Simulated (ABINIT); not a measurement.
# How the form of the self-energy moves the gap of TiO2 (Anatase), part 2 of 2

Wanted: the gap of TiO2 (Anatase) under several approximations, with cost.

ABINIT 10.8.3; PBE and many-body steps on it, plane waves. Known limits of the many-body steps: not at the basis limit.

So far. Step 4 (G0W0, Godby-Needs plasmon pole): The gap on the mesh goes from 2.19 eV to 3.69 eV, a correction of +1.50 eV. Step 5 (G0W0, Hybertsen-Louie plasmon pole): Against G0W0 in ABINIT (4×4×4 mesh, 118 bands, screening to 152.4 eV, Godby-Needs plasmon pole), the gap moves by +0.642 eV.

## 6. G0W0, von der Linden-Horsch plasmon pole

Level of this step: G0W0 on PBE, plane waves, norm-conserving pseudopotentials (ABINIT).

Contents of run.abi:

```
acell 3*1.0 Angstrom
rprim 
  -1.892100000000 1.892100000000 4.757300000000
  1.892100000000 -1.892100000000 4.757300000000
  1.892100000000 1.892100000000 -4.757300000000
ntypat 2
znucl 22 8
natom 6
typat 1 1 2 2 2 2
xred 
  0.000000000000 0.000000000000 0.000000000000
  0.750000000000 0.250000000000 0.500000000000
  0.208100000000 0.208100000000 0.000000000000
  0.958100000000 0.458100000000 0.500000000000
  0.541900000000 0.041900000000 0.500000000000
  0.791900000000 0.791900000000 0.000000000000
pp_dirpath "pseudos"
pseudos "Ti.upf, O.upf"
ecut 38
ngkpt 4 4 4
nshiftk 1
shiftk 0 0 0
kptopt 1
chksymbreak 0
istwfk *1
occopt 1
irdwfk 1
optdriver 4
nband 118
gwcalctyp 0
ecutsigx 38
symsigma 1
nkptgw 3
kptgw 
  0.5000000000 0.5000000000 0.0000000000
  0.0000000000 0.0000000000 0.0000000000
  -0.2500000000 -0.2500000000 0.2500000000
bdgw 
  23 26
  23 26
  23 26
ecuteps 5.6
irdscr 1
ppmodel 3
indata_prefix "in"
outdata_prefix "out"
tmpdata_prefix "tmp"
```

Launch:

```sh
> OMP_NUM_THREADS=1 mpirun -n 4 abinit run.abi > log
```

Numbers of over 12 decimals in the logs are rounded to 6 here.

What it wrote:

```text
.Version 10.8.3 of ABINIT. v10.8.2 released Aug 2026.

 Symmetries : space group I4_1/a m d (#141); Bravais tI (body-center tetrag.)
[... echo of the input left out ...]
== DATASET  1 ==================================================================
-   mpi_nproc: 4, omp_nthreads: 1 (-1 if OMP is not activated)

--- !DatasetInfo
iteration_state: {dtset: 1, }
dimensions: {natom: 6, nkpt: 13, mband: 118, nsppol: 1, nspinor: 1, nspden: 1, mpw: 5174, }
cutoff_energies: {ecut:  38.0, pawecutdg:  -1.0, }
[...]
Band     E0 <VxcDFT>   SigX SigC(E0)      Z dSigC/dE  Sig(E)    E-E0       E
[...]
25   6.385 -19.488 -11.831  -5.619   0.849  -0.178 -17.759   1.729   8.114
       26   6.912 -20.310 -12.031  -5.990   0.844  -0.185 -18.378   1.932   8.844

== END DATASET(S) ==============================================================
================================================================================

 -outvars: echo values of variables after computation  --------
           etotal      0.0000000000E+00
            nband         118
             nkpt          13
          spgroup         141
 [... the other variables as echoed above ...]

 Calculation completed.
```

The job ended after 55 s (4 MPI ranks of Arm Neoverse V1, shared host; peak memory 10 GiB; 3.6 min of CPU time).

Numbers from this step:

```
G0W0 gap on the points computed              : 3.838 eV
starting gap on the mesh                     : 2.189 eV
k of the valence top                         : 0.5, 0.5, 0
k of the conduction bottom                   : 0, 0, 0
least direct G0W0 gap on the computed points : 4.190 eV
```

Against G0W0 in ABINIT (4×4×4 mesh, 118 bands, screening to 152.4 eV, Godby-Needs plasmon pole), the gap moves by +0.152 eV.

## 7. G0W0, Engel-Farid plasmon pole

Edit run.abi of step 6 so:

```diff
@@ -43,3 +43,3 @@
 irdscr 1
-ppmodel 3
+ppmodel 4
 indata_prefix "in"
```

What it wrote:

```text
.Version 10.8.3 of ABINIT. v10.8.2 released Aug 2026.

 Symmetries : space group I4_1/a m d (#141); Bravais tI (body-center tetrag.)
[... echo of the input left out ...]
== DATASET  1 ==================================================================
-   mpi_nproc: 4, omp_nthreads: 1 (-1 if OMP is not activated)

--- !DatasetInfo
iteration_state: {dtset: 1, }
dimensions: {natom: 6, nkpt: 13, mband: 118, nsppol: 1, nspinor: 1, nspden: 1, mpw: 5174, }
cutoff_energies: {ecut:  38.0, pawecutdg:  -1.0, }
[...]
Band     E0 <VxcDFT>   SigX SigC(E0)      Z dSigC/dE  Sig(E)    E-E0       E
[...]
25   6.385 -19.488 -11.831  -5.462   0.802  -0.247 -17.728   1.760   8.144
       26   6.912 -20.310 -12.031  -5.859   0.795  -0.257 -18.385   1.925   8.836

== END DATASET(S) ==============================================================
================================================================================

 -outvars: echo values of variables after computation  --------
           etotal      0.0000000000E+00
            nband         118
             nkpt          13
          spgroup         141
 [... the other variables as echoed above ...]

 Calculation completed.
```

Wall time 55 s (4 MPI ranks); peak memory 10 GiB.

This step gave:

```yaml
g0w0_gap_on_the_points_computed: 3.8 eV
starting_gap_on_the_mesh: 2.189 eV
k_of_the_valence_top: 0.5, 0.5, 0
k_of_the_conduction_bottom: 0, 0, 0
least_direct_g0w0_gap_on_the_computed_points: 4.147 eV
```

Against G0W0 in ABINIT (4×4×4 mesh, 118 bands, screening to 152.4 eV, Godby-Needs plasmon pole), the gap moves by +0.114 eV.

## 8. One-shot Hartree-Fock

This step: one-shot Hartree-Fock on PBE, plane waves, norm-conserving pseudopotentials.

Edit run.abi of step 7 so:

```diff
@@ -28,4 +28,4 @@
 optdriver 4
-nband 118
-gwcalctyp 0
+nband 28
+gwcalctyp 5
 ecutsigx 38
@@ -41,5 +41,4 @@
   23 26
-ecuteps 5.6
-irdscr 1
-ppmodel 4
+ixc_sigma 40
+fftgw 31
 indata_prefix "in"
```

What it wrote:

```text
.Version 10.8.3 of ABINIT. v10.8.2 released Aug 2026.

 Symmetries : space group I4_1/a m d (#141); Bravais tI (body-center tetrag.)
[... echo of the input left out ...]
== DATASET  1 ==================================================================
-   mpi_nproc: 4, omp_nthreads: 1 (-1 if OMP is not activated)

--- !DatasetInfo
iteration_state: {dtset: 1, }
dimensions: {natom: 6, nkpt: 13, mband: 28, nsppol: 1, nspinor: 1, nspden: 1, mpw: 5174, }
cutoff_energies: {ecut:  38.0, pawecutdg:  -1.0, }
[...]
Band     E0 <VxcDFT>   SigX SigC(E0)      Z dSigC/dE  Sig(E)    E-E0       E
[...]
25   6.385 -19.488 -11.831   0.000   1.000   0.000 -11.831   7.657  14.041
       26   6.912 -20.310 -12.031   0.000   1.000   0.000 -12.031   8.279  15.190

== END DATASET(S) ==============================================================
================================================================================

 -outvars: echo values of variables after computation  --------
           etotal      0.0000000000E+00
            nband          28
             nkpt          13
          spgroup         141
 [... the other variables as echoed above ...]

 Calculation completed.
```

Elapsed: 12 s, on 4 MPI ranks; peak memory 2.6 GiB.

Numbers from this step:

```
quasiparticle gap on the points computed              : 14.44 eV
starting gap on the mesh                              : 2.189 eV
k of the valence top                                  : 0.5, 0.5, 0
k of the conduction bottom                            : 0, 0, 0
least direct quasiparticle gap on the computed points : 14.81 eV
```

Against G0W0 in ABINIT (4×4×4 mesh, 118 bands, screening to 152.4 eV, Godby-Needs plasmon pole), the gap moves by +10.755 eV.

## 9. Screening, 4×4×4 mesh, 118 bands, screening to 152.4 eV

This step: RPA screening on PBE, plane waves, norm-conserving pseudopotentials.

Edit run.abi of step 8 so:

```diff
@@ -27,18 +27,14 @@
 irdwfk 1
-optdriver 4
-nband 28
-gwcalctyp 5
-ecutsigx 38
-symsigma 1
-nkptgw 3
-kptgw 
-  0.5000000000 0.5000000000 0.0000000000
-  0.0000000000 0.0000000000 0.0000000000
-  -0.2500000000 -0.2500000000 0.2500000000
-bdgw 
-  23 26
-  23 26
-  23 26
-ixc_sigma 40
-fftgw 31
+optdriver 3
+nband 118
+ecuteps 5.6
+inclvkb 2
+awtr 1
+symchi 1
+gwcalctyp 2
+nfreqre 16
+freqremax 40 eV
+nfreqim 8
+spmeth 1
+nomegasf 120
 indata_prefix "in"
```

What it wrote:

```text
.Version 10.8.3 of ABINIT. v10.8.2 released Aug 2026.

 Symmetries : space group I4_1/a m d (#141); Bravais tI (body-center tetrag.)
[... echo of the input left out ...]
== DATASET  1 ==================================================================
-   mpi_nproc: 4, omp_nthreads: 1 (-1 if OMP is not activated)

--- !DatasetInfo
iteration_state: {dtset: 1, }
dimensions: {natom: 6, nkpt: 13, mband: 118, nsppol: 1, nspinor: 1, nspden: 1, mpw: 5174, }
cutoff_energies: {ecut:  38.0, pawecutdg:  -1.0, }
electrons: {nelect:   4.80000000E+01, charge:   0.00000000E+00, occopt:   1.00000000E+00, tsmear:   1.00000000E-02, }

 SCREENING: Calculation of the susceptibility and dielectric matrices

 Based on a program developped by R.W. Godby, V. Olevano, G. Onida, and L. Reining.
 Incorporated in ABINIT by V. Olevano, G.-M. Rignanese, and M. Torrent.
.Using double precision arithmetic ; gwpc =  8

[... cell and pseudopotentials left out ...]
--------------------------------------------------------------------------------

 ==== K-mesh for the wavefunctions ====
 Number of points in the irreducible wedge :    13
[... list of points left out ...]
 Together with 16 symmetry operations and time-reversal symmetry
 yields    64 points in the full Brillouin Zone.

 ==== Q-mesh for the screening function ====
 Number of points in the irreducible wedge :    13
[... list of points left out ...]
 Together with 16 symmetry operations and time-reversal symmetry
 yields    64 points in the full Brillouin Zone.

 setmesh: FFT mesh size selected  =    72x   72x   72
          total number of points  =       373248

 vcoul_init : cutoff-mode = AUXILIARY_FUNCTION
 q-points for optical limit:   1
     1)      0.000010    0.000020    0.000030

- screening: taking advantage of time-reversal symmetry
- Maximum band index for partially occupied states nbvw = 24
- Remaining bands to be divided among processors   nbcw = 94
- Number of bands treated by each node ~23

 Number of electrons calculated from density =   48.0000; Expected =   48.0000
 average of density, n =  0.104409
 r_s =    1.3174
 omega_plasma =   31.1690 [eV]

 calculating chi0 at frequencies [eV] :
  1    0.000000E+00    0.000000E+00
  2    2.666667E+00    0.000000E+00
  3    5.333333E+00    0.000000E+00
[...]
23    0.000000E+00    7.938215E+01
 24    0.000000E+00    1.117709E+02

--------------------------------------------------------------------------------
  q-point number  1        q = ( 0.000000, 0.000000, 0.000000) [r.l.u.]
--------------------------------------------------------------------------------
[... chi0 elements left out ...]
  [... further frequencies ...]

 No. of calculated frequencies >  15, stop printing
 For q-point:  0.000010 0.000020 0.000030
  dielectric constant =   6.7482
  dielectric constant without local fields =   7.1404

  Average fulfillment of the sum rule on Im[epsilon] for q-point    1 :     54.92  [%]
[... wings left out ...]
  q-point number  2        q = ( 0.250000, 0.000000, 0.000000) [r.l.u.]
--------------------------------------------------------------------------------
[... chi0 elements left out ...]
  [... further frequencies ...]

 No. of calculated frequencies >  15, stop printing
  Average fulfillment of the sum rule on Im[epsilon] for q-point    2 :     65.47  [%]

 [... 11 further q-points ...]
```

Elapsed: 29 min, on 4 MPI ranks; peak memory 16 GiB.

Numbers from this step:

```
ε∞ with local fields, on this mesh, along the program's q direction : 6.748
the same without local fields                                       : 7.140
plasma frequency                                                    : 31.17 eV
plane waves in the screening matrix                                 : 309
```

## 10. G0W0, contour deformation

This step: G0W0 on PBE, plane waves, norm-conserving pseudopotentials.

Edit run.abi of step 9 so:

```diff
@@ -27,14 +27,18 @@
 irdwfk 1
-optdriver 3
+optdriver 4
 nband 118
+gwcalctyp 2
+ecutsigx 38
+symsigma 1
+nkptgw 3
+kptgw 
+  0.5000000000 0.5000000000 0.0000000000
+  0.0000000000 0.0000000000 0.0000000000
+  -0.2500000000 -0.2500000000 0.2500000000
+bdgw 
+  23 26
+  23 26
+  23 26
 ecuteps 5.6
-inclvkb 2
-awtr 1
-symchi 1
-gwcalctyp 2
-nfreqre 16
-freqremax 40 eV
-nfreqim 8
-spmeth 1
-nomegasf 120
+irdscr 1
 indata_prefix "in"
```

What it wrote:

```text
.Version 10.8.3 of ABINIT. v10.8.2 released Aug 2026.

 Symmetries : space group I4_1/a m d (#141); Bravais tI (body-center tetrag.)
[... echo of the input left out ...]
== DATASET  1 ==================================================================
-   mpi_nproc: 4, omp_nthreads: 1 (-1 if OMP is not activated)

--- !DatasetInfo
iteration_state: {dtset: 1, }
dimensions: {natom: 6, nkpt: 13, mband: 118, nsppol: 1, nspinor: 1, nspden: 1, mpw: 5174, }
cutoff_energies: {ecut:  38.0, pawecutdg:  -1.0, }
[...]
Band     E0 <VxcDFT>   SigX SigC(E0)      Z dSigC/dE  Sig(E)    E-E0       E
[...]
26   6.912 -20.310 -12.031  -5.817   0.708  -0.412 -18.567   1.743   8.655
       26   0.000   0.000   0.000   0.000   0.000   0.000   0.000   0.000   0.000

== END DATASET(S) ==============================================================
================================================================================

 -outvars: echo values of variables after computation  --------
           etotal      0.0000000000E+00
            nband         118
             nkpt          13
          spgroup         141
 [... the other variables as echoed above ...]

 Calculation completed.
```

It took 55 s on 4 MPI ranks; peak memory 11 GiB; 3.7 min of CPU time.

Numbers from this step:

| Quantity | Value |
| --- | --- |
| G0W0 gap on the points computed | 3.701 eV |
| starting gap on the mesh | 2.189 eV |
| k of the valence top | 0.5, 0.5, 0 |
| k of the conduction bottom | 0, 0, 0 |
| least direct G0W0 gap on the computed points | 4.032 eV |

Against G0W0 in ABINIT (4×4×4 mesh, 118 bands, screening to 152.4 eV, Godby-Needs plasmon pole), the gap moves by +0.015 eV.

## 11. Screening, 4×4×4 mesh, 118 bands, screening to 152.4 eV

This step: RPA screening on PBE, plane waves, norm-conserving pseudopotentials.

Edit run.abi of step 10 so:

```diff
@@ -27,18 +27,11 @@
 irdwfk 1
-optdriver 4
+optdriver 3
 nband 118
-gwcalctyp 2
-ecutsigx 38
-symsigma 1
-nkptgw 3
-kptgw 
-  0.5000000000 0.5000000000 0.0000000000
-  0.0000000000 0.0000000000 0.0000000000
-  -0.2500000000 -0.2500000000 0.2500000000
-bdgw 
-  23 26
-  23 26
-  23 26
 ecuteps 5.6
-irdscr 1
+inclvkb 2
+awtr 1
+symchi 1
+gwcalctyp 1
+nfreqre 0
+nfreqim 16
 indata_prefix "in"
```

What it wrote:

```text
.Version 10.8.3 of ABINIT. v10.8.2 released Aug 2026.

 Symmetries : space group I4_1/a m d (#141); Bravais tI (body-center tetrag.)
[... echo of the input left out ...]
== DATASET  1 ==================================================================
-   mpi_nproc: 4, omp_nthreads: 1 (-1 if OMP is not activated)

--- !DatasetInfo
iteration_state: {dtset: 1, }
dimensions: {natom: 6, nkpt: 13, mband: 118, nsppol: 1, nspinor: 1, nspden: 1, mpw: 5174, }
cutoff_energies: {ecut:  38.0, pawecutdg:  -1.0, }
[...]
No. of calculated frequencies >  15, stop printing
 For q-point:  0.000010 0.000020 0.000030
  dielectric constant =   6.6543
  dielectric constant without local fields =   7.0404

  Average fulfillment of the sum rule on Im[epsilon] for q-point    1 :     54.92  [%]
[... wings left out ...]
  q-point number  2        q = ( 0.250000, 0.000000, 0.000000) [r.l.u.]
--------------------------------------------------------------------------------
[... chi0 elements left out ...]
  [... further frequencies ...]

 No. of calculated frequencies >  15, stop printing
  Average fulfillment of the sum rule on Im[epsilon] for q-point    2 :     65.47  [%]

 [... 11 further q-points ...]
```

Elapsed: 35 min, on 4 MPI ranks; peak memory 15 GiB; 2.3 h of CPU time.

Numbers from this step:

| Property | Result |
| --- | --- |
| ε∞ with local fields, on this mesh, along the program's q direction | 6.654 |
| the same without local fields | 7.040 |
| plasma frequency | 31.17 eV |
| plane waves in the screening matrix | 309 |

## 12. G0W0, analytic continuation

This step: G0W0 on PBE, plane waves, norm-conserving pseudopotentials.

Edit run.abi of step 11 so:

```diff
@@ -27,11 +27,20 @@
 irdwfk 1
-optdriver 3
+optdriver 4
 nband 118
+gwcalctyp 1
+ecutsigx 38
+symsigma 1
+nkptgw 3
+kptgw 
+  0.5000000000 0.5000000000 0.0000000000
+  0.0000000000 0.0000000000 0.0000000000
+  -0.2500000000 -0.2500000000 0.2500000000
+bdgw 
+  23 26
+  23 26
+  23 26
 ecuteps 5.6
-inclvkb 2
-awtr 1
-symchi 1
-gwcalctyp 1
-nfreqre 0
-nfreqim 16
+irdscr 1
+nomegasi 12
+omegasimax 25 eV
 indata_prefix "in"
```

What it wrote:

```text
.Version 10.8.3 of ABINIT. v10.8.2 released Aug 2026.

 Symmetries : space group I4_1/a m d (#141); Bravais tI (body-center tetrag.)
[... echo of the input left out ...]
== DATASET  1 ==================================================================
-   mpi_nproc: 4, omp_nthreads: 1 (-1 if OMP is not activated)

--- !DatasetInfo
iteration_state: {dtset: 1, }
dimensions: {natom: 6, nkpt: 13, mband: 118, nsppol: 1, nspinor: 1, nspden: 1, mpw: 5174, }
cutoff_energies: {ecut:  38.0, pawecutdg:  -1.0, }
[...]
Band     E0 <VxcDFT>   SigX SigC(E0)      Z dSigC/dE  Sig(E)    E-E0       E
[...]
26   1.724 -20.310 -12.031  -5.818   0.709  -0.410 -18.635   1.675   3.399
       26   0.000   0.000   0.000   0.019   0.007   0.014   0.031   0.031   0.031

== END DATASET(S) ==============================================================
================================================================================

 -outvars: echo values of variables after computation  --------
           etotal      0.0000000000E+00
            nband         118
             nkpt          13
          spgroup         141
 [... the other variables as echoed above ...]

 Calculation completed.
```

The job ended after 70 s (4 MPI ranks; peak memory 11 GiB).

Numbers from this step:

| Item | Value |
| --- | --- |
| G0W0 gap on the points computed | 3.619 eV |
| starting gap on the mesh | 2.189 eV |
| k of the valence top | 0.5, 0.5, 0 |
| k of the conduction bottom | 0, 0, 0 |
| least direct G0W0 gap on the computed points | 3.963 eV |

Against G0W0 in ABINIT (4×4×4 mesh, 118 bands, screening to 152.4 eV, Godby-Needs plasmon pole), the gap moves by −0.067 eV.

## 13. Side by side

Times are wall times on 4 MPI ranks of Arm Neoverse V1, shared host. The host was busy with other work, so they are no guide to cost. A run's time includes the screening step that it read.

| run | mesh | bands | screening cutoff (eV) | DFT gap (eV) | gap on the mesh (eV) | direct (eV) | ε∞ used | time |
| --- | --- | --- | --- | --- | --- | --- | --- | --- |
| G0W0, Godby-Needs plasmon pole | 4×4×4 | 118 | 152.4 | 2.189 | 3.686 | 4.028 | 6.65 | 29 min |
| G0W0, Hybertsen-Louie plasmon pole | 4×4×4 | 118 | 152.4 | 2.189 | 4.328 | 4.676 | 6.65 | 29 min |
| G0W0, von der Linden-Horsch plasmon pole | 4×4×4 | 118 | 152.4 | 2.189 | 3.838 | 4.190 | 6.65 | 29 min |
| G0W0, Engel-Farid plasmon pole | 4×4×4 | 118 | 152.4 | 2.189 | 3.800 | 4.147 | 6.65 | 29 min |
| one-shot Hartree-Fock | 4×4×4 | - | - | 2.189 | 14.441 | 14.812 | - | 12 s |
| G0W0, contour deformation | 4×4×4 | 118 | 152.4 | 2.189 | 3.701 | 4.032 | 6.75 | 30 min |
| G0W0, analytic continuation | 4×4×4 | 118 | 152.4 | 2.189 | 3.619 | 3.963 | 6.65 | 36 min |

## 14. Summary of results

* G0W0, Godby-Needs plasmon pole: 3.686 eV
* G0W0, Hybertsen-Louie plasmon pole: 4.328 eV
* G0W0, von der Linden-Horsch plasmon pole: 3.838 eV
* G0W0, Engel-Farid plasmon pole: 3.800 eV
* one-shot Hartree-Fock: 14.441 eV
* G0W0, contour deformation: 3.701 eV
* G0W0, analytic continuation: 3.619 eV
* known limits: not at the basis limit

What this shows: G0W0, Hybertsen-Louie plasmon pole: +0.642 eV against G0W0, Godby-Needs plasmon pole. G0W0, von der Linden-Horsch plasmon pole: +0.152 eV against G0W0, Godby-Needs plasmon pole. G0W0, Engel-Farid plasmon pole: +0.114 eV against G0W0, Godby-Needs plasmon pole. One-shot Hartree-Fock: +10.755 eV against G0W0, Godby-Needs plasmon pole. G0W0, contour deformation: +0.015 eV against G0W0, Godby-Needs plasmon pole. G0W0, analytic continuation: −0.067 eV against G0W0, Godby-Needs plasmon pole. Bare exchange alone opens the gap to 14.44 eV; against G0W0, correlation takes back 10.76 eV. Against experiment, by G0W0, Godby-Needs plasmon pole: the gap of 3.69 eV lies +0.42 eV from the measured 3.261 eV (indirect, 300 K, 2024); the gap of 3.69 eV lies +0.52 eV from the measured 3.17 eV (kind not stated, 2020); the gap of 3.69 eV lies +0.48 eV from the measured 3.21 eV (optical, 2024); the direct gap of 4.03 eV lies +0.85 eV from the measured 3.18 ± 0.03 eV (direct, 300 K, 2022); the direct gap of 4.03 eV lies +0.05 eV from the measured 3.98 eV (electronic, quoted 2020). An exciton line or allowed optical edge lies below the quasiparticle gap by the binding energy; a forbidden edge can push the onset above it. These are gaps on the mesh, at modest bands and cutoff. The calculation has static nuclei and no excitons; a measured gap holds zero-point and thermal motion, which mostly lowers it. Bands and cutoff are finite, so the gap is not at the basis limit. The miss can reach some tenths of an eV and take either sign; the mesh is an error of its own. In the G0W0 runs levels were corrected at 3 k points alone, so a gap called «on the mesh» is the least over those, and an edge elsewhere would be missed.

[Paths, hosts, dates, memory and timing lines, banners, echoed tables and standing remarks are left out of the program output.]

[Logs are printed without paths, hosts, clocks, repeated set-up lines and the standing remarks that a program may print on its own settings, such as how far it seeks lower states.]

[Runs of the session that timed out or met a known fault of the program may be left out.]

[Hosts, paths, dates, database ids (printed as entryN), source tags and the programs' standing remarks are cut or masked in the printed files.]

[G0W0 gaps are taken among the corrected bands and points alone; a level outside them can change the order at an edge.]

[Where Ansatz stands beside ABINIT at settings called matched, ABINIT's density can come from a denser mesh and the files from another edition; pairs whose starting gaps differed by over 0.03 eV were left out, so agreement reads better than it is.]
